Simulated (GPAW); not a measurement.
**Optical response of Sc**

Aim: the dielectric function of Sc, and the optical constants that follow from it.

Calculated with GPAW 26.7.0; DFT, PBE, plane-wave PAW (GPAW data sets), scalar-relativistic, RPA, optical limit.

Report form: the programs' logs are mostly left out.

## Step 1: The structure

Symmetry: P6_3/mmc, No. 194, hexagonal system. Conventional cell: a = 3.309 Å, b = 3.309 Å, c = 5.273 Å, α = 90.00°, β = 90.00°, γ = 120.00°. Nearest to Sc lie 12 Sc at 3.26 to 3.31 Å.

## Step 2: Ground state

The self-consistent density comes first; it also tells whether there is a gap, which decides the occupations and the need for a Drude term.

This step: DFT, PBE, plane-wave PAW (GPAW data sets), scalar-relativistic, ground state (GPAW 26.7.0).

Input file gs.py:

```python
from ase import Atoms
from ase.dft.bandgap import bandgap
from gpaw import GPAW, PW, FermiDirac

atoms = Atoms(['Sc', 'Sc'],
              cell=[[3.308999999987, 0.000000000000, 0.000000000000],
                    [-1.654499999993, 2.865678061111, 0.000000000000],
                    [0.000000000000, 0.000000000000, 5.273300000000]],
              scaled_positions=[[0.666666666667, 0.333333333333, 0.750000000000],
                                [0.333333333333, 0.666666666667, 0.250000000000]],
              pbc=[True, True, True])
atoms.calc = GPAW(mode=PW(400), xc='PBE', kpts={'size': (9, 9, 4), 'gamma': True},
                  occupations=FermiDirac(0.05), maxiter=150, txt='gs.txt')
print('energy (eV)', atoms.get_potential_energy())
print('Fermi level (eV)', atoms.calc.get_fermi_level())
print('valence electrons', atoms.calc.get_number_of_electrons())
print('gap (eV)', bandgap(atoms.calc, output=None)[0])
print('direct gap (eV)', bandgap(atoms.calc, direct=True, output=None)[0])
atoms.calc.write('gs.gpw')
```

Command:

```bash
$ OMP_NUM_THREADS=1 python gs.py
```

It took 13 s on 1 thread of Arm Neoverse V1, shared host; peak memory 0.14 GiB.

Numbers from this step:

| Quantity | Value |
| --- | --- |
| energy | -9.326 eV |
| Fermi energy | 5.534 eV |
| electrons | 22 |

There are states at the Fermi level within the smearing, so the occupations stay smeared and the carriers get a Drude term.

## Step 3: Bands for the response

At the fixed density, many empty bands are solved on the mesh of the response, since the spectrum sums over them.

This step: DFT, PBE, plane-wave PAW (GPAW data sets), scalar-relativistic, bands at fixed density (GPAW 26.7.0).

Input file nscf.py:

```python
from ase.dft.bandgap import bandgap
from gpaw import GPAW, FermiDirac

calc = GPAW('gs.gpw').fixed_density(kpts={'size': (18, 18, 10), 'gamma': True}, nbands=43, convergence={'bands': 37},
                                    occupations=FermiDirac(0.05), txt='nscf.txt')
print('gap (eV)', bandgap(calc, output=None)[0])
print('direct gap (eV)', bandgap(calc, direct=True, output=None)[0])
print('top band over the Fermi level (eV)', min(calc.get_eigenvalues(kpt=k)[36] for k in range(len(calc.get_ibz_k_points()))) - calc.get_fermi_level())
calc.write('full.gpw', mode='all')
```

Command:

```bash
$ OMP_NUM_THREADS=1 python nscf.py
```

Elapsed: 6.9 min, on 1 thread; peak memory 0.4 GiB.

## Step 4: Dielectric function, RPA

Local fields let the induced charge screen the field inside the cell, which as a rule lowers ε, most along directions where the density is uneven.

This step: DFT, PBE, plane-wave PAW (GPAW data sets), scalar-relativistic, RPA, optical limit (GPAW 26.7.0).

Input file df.py:

```python
from gpaw.response.df import DielectricFunction

df = DielectricFunction('full.gpw', frequencies={'type': 'nonlinear', 'domega0': 0.03, 'omega2': 8},
                        ecut=30,
                        eta=0.15,
                        nbands=37,
                        rate=0.05,
                        txt='df.txt')
for direction in ['x', 'z']:
    df.get_dielectric_function(xc='RPA', direction=direction, filename=f'df_{direction}.csv')
```

Command:

```bash
$ OMP_NUM_THREADS=1 python df.py
```

The job ended after 43 s (1 thread; peak memory 0.22 GiB).

Read-outs, printed or worked out from the files:

```
main peak of the optical conductivity above 1 eV, first axis : 5.935 eV
```

Some rows of df_x.csv (energy; Re and Im without local fields; Re and Im with them):

```text
0.000000, 3022.575320, 0.000000, 3021.709890, 0.000000
0.460735, -7.415807, 28.498471, -7.896574, 27.964914
0.943989, 10.136924, 24.743977, 9.980762, 23.940302
1.451455, 2.299763, 23.888900, 3.280037, 23.225726
1.984998, -3.272297, 17.078389, -2.727684, 17.762313
2.546682, -3.466648, 10.411502, -3.819466, 10.568951
3.138794, -1.991522, 6.939915, -2.042005, 6.883826
3.763875, -1.474705, 6.985230, -1.456321, 7.021287
4.424758, -1.999592, 3.509965, -2.014472, 3.511963
5.124608, 0.622723, 2.818977, 0.635194, 2.821476
5.866977, 0.594397, 7.595585, 0.753970, 7.640422
6.655862, -1.389285, 2.247802, -1.528070, 2.289501
7.495775, -1.541107, 3.316637, -1.470324, 3.366191
8.391833, -1.801512, 1.836406, -1.840410, 1.957254
9.349861, -1.086155, 0.889730, -1.154671, 0.975539
10.376517, -0.531530, 0.589132, -0.610077, 0.667906
11.479449, -0.202178, 0.388086, -0.297921, 0.458468
12.667487, 0.116468, 0.252716, 0.007080, 0.316666
13.950874, 0.344577, 0.164935, 0.221154, 0.214052
```

The Im ε has structure finer than the step of the table below, so its rows give means over 0.5 eV, whole bins alone (the curve runs from 0.305 to 15.0 eV). Peaks (eV: height): E ∥ x 5.92: 7.92; E ∥ z 1.73: 21.9, 5.82: 5.96.

Im ε against photon energy; means over each step:

```tsv
photon energy (eV)	E ∥ x	E ∥ z
1.0	23.7	14.0
1.5	22.7	20.1
2.0	17.6	20.7
2.5	11.1	14.6
3.0	7.54	8.24
3.5	6.54	6.87
4.0	6.06	5.66
4.5	3.44	3.32
5.0	2.76	2.57
5.5	4.23	3.96
6.0	6.60	4.89
6.5	2.93	2.60
7.0	3.06	3.30
7.5	3.32	2.99
8.0	2.53	2.99
8.5	1.78	1.76
9.0	1.27	1.25
9.5	0.927	0.681
10.0	0.760	0.433
10.5	0.652	0.471
11.0	0.532	0.390
11.5	0.456	0.346
12.0	0.378	0.335
12.5	0.325	0.316
13.0	0.282	0.235
13.5	0.260	0.305
14.0	0.217	0.259
14.5	0.201	0.192
```

The Re ε by photon energy:

```tsv
photon energy (eV)	E ∥ x	E ∥ z
0.5	-3.45	-52.0
1.0	9.42	1.39
1.5	2.70	6.18
2.0	-2.84	0.0455
2.5	-3.86	-7.19
3.0	-2.84	-5.17
3.5	-0.955	-2.83
4.0	-2.49	-3.50
4.5	-1.69	-2.57
5.0	0.187	-0.695
5.5	2.09	1.14
6.0	-1.85	-2.16
6.5	-2.26	-1.42
7.0	-0.0948	-0.514
7.5	-1.48	-1.11
8.0	-1.76	-1.91
8.5	-1.76	-2.02
9.0	-1.40	-1.61
9.5	-1.04	-1.36
10.0	-0.790	-0.804
10.5	-0.567	-0.526
11.0	-0.428	-0.349
11.5	-0.291	-0.196
12.0	-0.152	-0.0313
12.5	-0.0195	0.00458
13.0	0.0797	0.139
13.5	0.165	0.269
14.0	0.234	0.223
14.5	0.310	0.318
```

The loss function −Im 1/ε at q → 0 by energy loss; read off at these points:

```tsv
energy loss (eV)	E ∥ x	E ∥ z
0.50	0.0379	0.00727
1.00	0.0360	0.0721
1.50	0.0439	0.0445
2.00	0.0554	0.0485
2.50	0.0812	0.0554
3.00	0.120	0.0885
3.50	0.154	0.123
4.00	0.137	0.126
4.50	0.238	0.189
5.00	0.372	0.369
5.50	0.196	0.243
6.00	0.125	0.166
6.50	0.217	0.307
7.00	0.317	0.274
7.50	0.250	0.302
8.00	0.267	0.232
8.50	0.284	0.243
9.00	0.357	0.303
9.50	0.477	0.287
10.00	0.632	0.505
10.50	0.873	0.948
11.00	1.15	1.43
11.50	1.56	2.21
12.00	2.29	3.02
12.50	3.07	3.12
12.75	3.24	3.68
12.92	3.41	3.48
13.00	3.33	3.21
13.50	2.74	1.83
14.00	2.13	2.22
14.50	1.49	1.37
```

Values under 1 per cm are given as 1. Table of absorption coefficient by photon energy:

```tsv
photon energy (eV)	E ∥ x (1/cm)	E ∥ z (1/cm)
0.492	2.0e5	3.8e5
1.010	2.9e5	2.5e5
1.486	4.8e5	4.2e5
1.985	6.5e5	6.4e5
2.508	7.1e5	8.7e5
3.018	6.9e5	8.2e5
3.510	6.8e5	8.1e5
3.980	8.7e5	9.1e5
4.516	7.5e5	8.3e5
4.981	5.7e5	6.6e5
5.515	6.3e5	6.7e5
6.021	1.4e6	1.2e6
6.494	1.1e6	9.6e5
6.985	8.9e5	1.0e6
7.496	1.2e6	1.1e6
8.026	1.3e6	1.4e6
8.516	1.2e6	1.3e6
9.023	1.2e6	1.2e6
9.483	1.1e6	1.2e6
10.026	9.8e5	9.2e5
10.519	9.0e5	8.4e5
11.029	8.2e5	7.3e5
11.479	7.6e5	6.4e5
12.023	6.4e5	5.1e5
12.504	5.3e5	5.0e5
13.000	4.3e5	3.3e5
13.512	3.7e5	3.8e5
14.040	2.8e5	3.2e5
14.493	2.6e5	2.3e5
```

The Im ε, E ∥ x has structure finer than the step of the table below, so its rows give means over 0.5 eV, whole bins alone (the curve runs from 0.305 to 15.0 eV). Peaks (eV: height): without local fields 5.92: 7.83; with local fields 5.92: 7.92.

Im ε, E ∥ x against photon energy; means over each step:

```tsv
photon energy (eV)	without local fields	with local fields
1.0	24.5	23.7
1.5	23.2	22.7
2.0	16.9	17.6
2.5	10.8	11.1
3.0	7.59	7.54
3.5	6.55	6.54
4.0	6.02	6.06
4.5	3.44	3.44
5.0	2.76	2.76
5.5	4.23	4.23
6.0	6.44	6.60
6.5	2.83	2.93
7.0	3.11	3.06
7.5	3.28	3.32
8.0	2.42	2.53
8.5	1.66	1.78
9.0	1.17	1.27
9.5	0.843	0.927
10.0	0.678	0.760
10.5	0.574	0.652
11.0	0.461	0.532
11.5	0.385	0.456
12.0	0.308	0.378
12.5	0.261	0.325
13.0	0.224	0.282
13.5	0.204	0.260
14.0	0.167	0.217
14.5	0.153	0.201
```

At chosen wavelengths:

```tsv
wavelength (nm)	n x	k x	R (%) x	1/α x	n z	k z	R (%) z	1/α z
1550	4.14	2.792	51.6	44 nm	1.88	3.515	63.6	35 nm
800	3.49	3.127	53.4	20 nm	3.69	2.805	50.6	23 nm
633	2.80	3.225	54.9	16 nm	3.24	3.178	53.8	16 nm
532	2.10	2.971	54.4	14 nm	2.57	3.469	58.5	12 nm
405	1.57	2.209	45.3	15 nm	1.44	2.597	54.7	12 nm
308	1.43	2.154	45.8	11 nm	1.26	2.266	50.8	11 nm
193	0.86	1.819	49.2	8.4 nm	0.85	1.549	41.5	9.9 nm
```

In reflection the computed colour is light grey: x = 0.312, y = 0.333, luminous reflectivity 56 %.

## Step 5: What came out

```yaml
main_peak_of_the_optical_conductivity_above_1_ev_first_axis: 5.94 eV
```

At this level (PBE, RPA) Sc is a metal; it reflects 56 % at 550 nm for E ∥ x. In reflection the computed colour is light grey: x = 0.312, y = 0.333, luminous reflectivity 56 %. The carriers' damping of 0.05 eV is typed, not computed; it shapes the response at the lowest energies. The sum runs over mesh points, so small or evenly spaced maxima can still be ripples of the mesh. In this version of GPAW the matrix elements of the optical limit are incomplete, which can lower ε − 1 by up to a tenth where first-row anions or d states rule, and shift it by more in d metals. GPAW's carrier term has the form −ωp²/(ω + i·rate)², which damps like twice the rate and fails at low energy, so the curves leave the lowest energies out.

[Machine, clock and banner lines and Python warnings are left out of the logs.]

[Logs are printed without paths, hosts, clocks, repeated set-up lines and the standing remarks that a program may print on its own settings, such as how far it seeks lower states.]

[Hosts, paths, dates, database ids (printed as entryN), source tags and the programs' standing remarks are cut or masked in the printed files.]
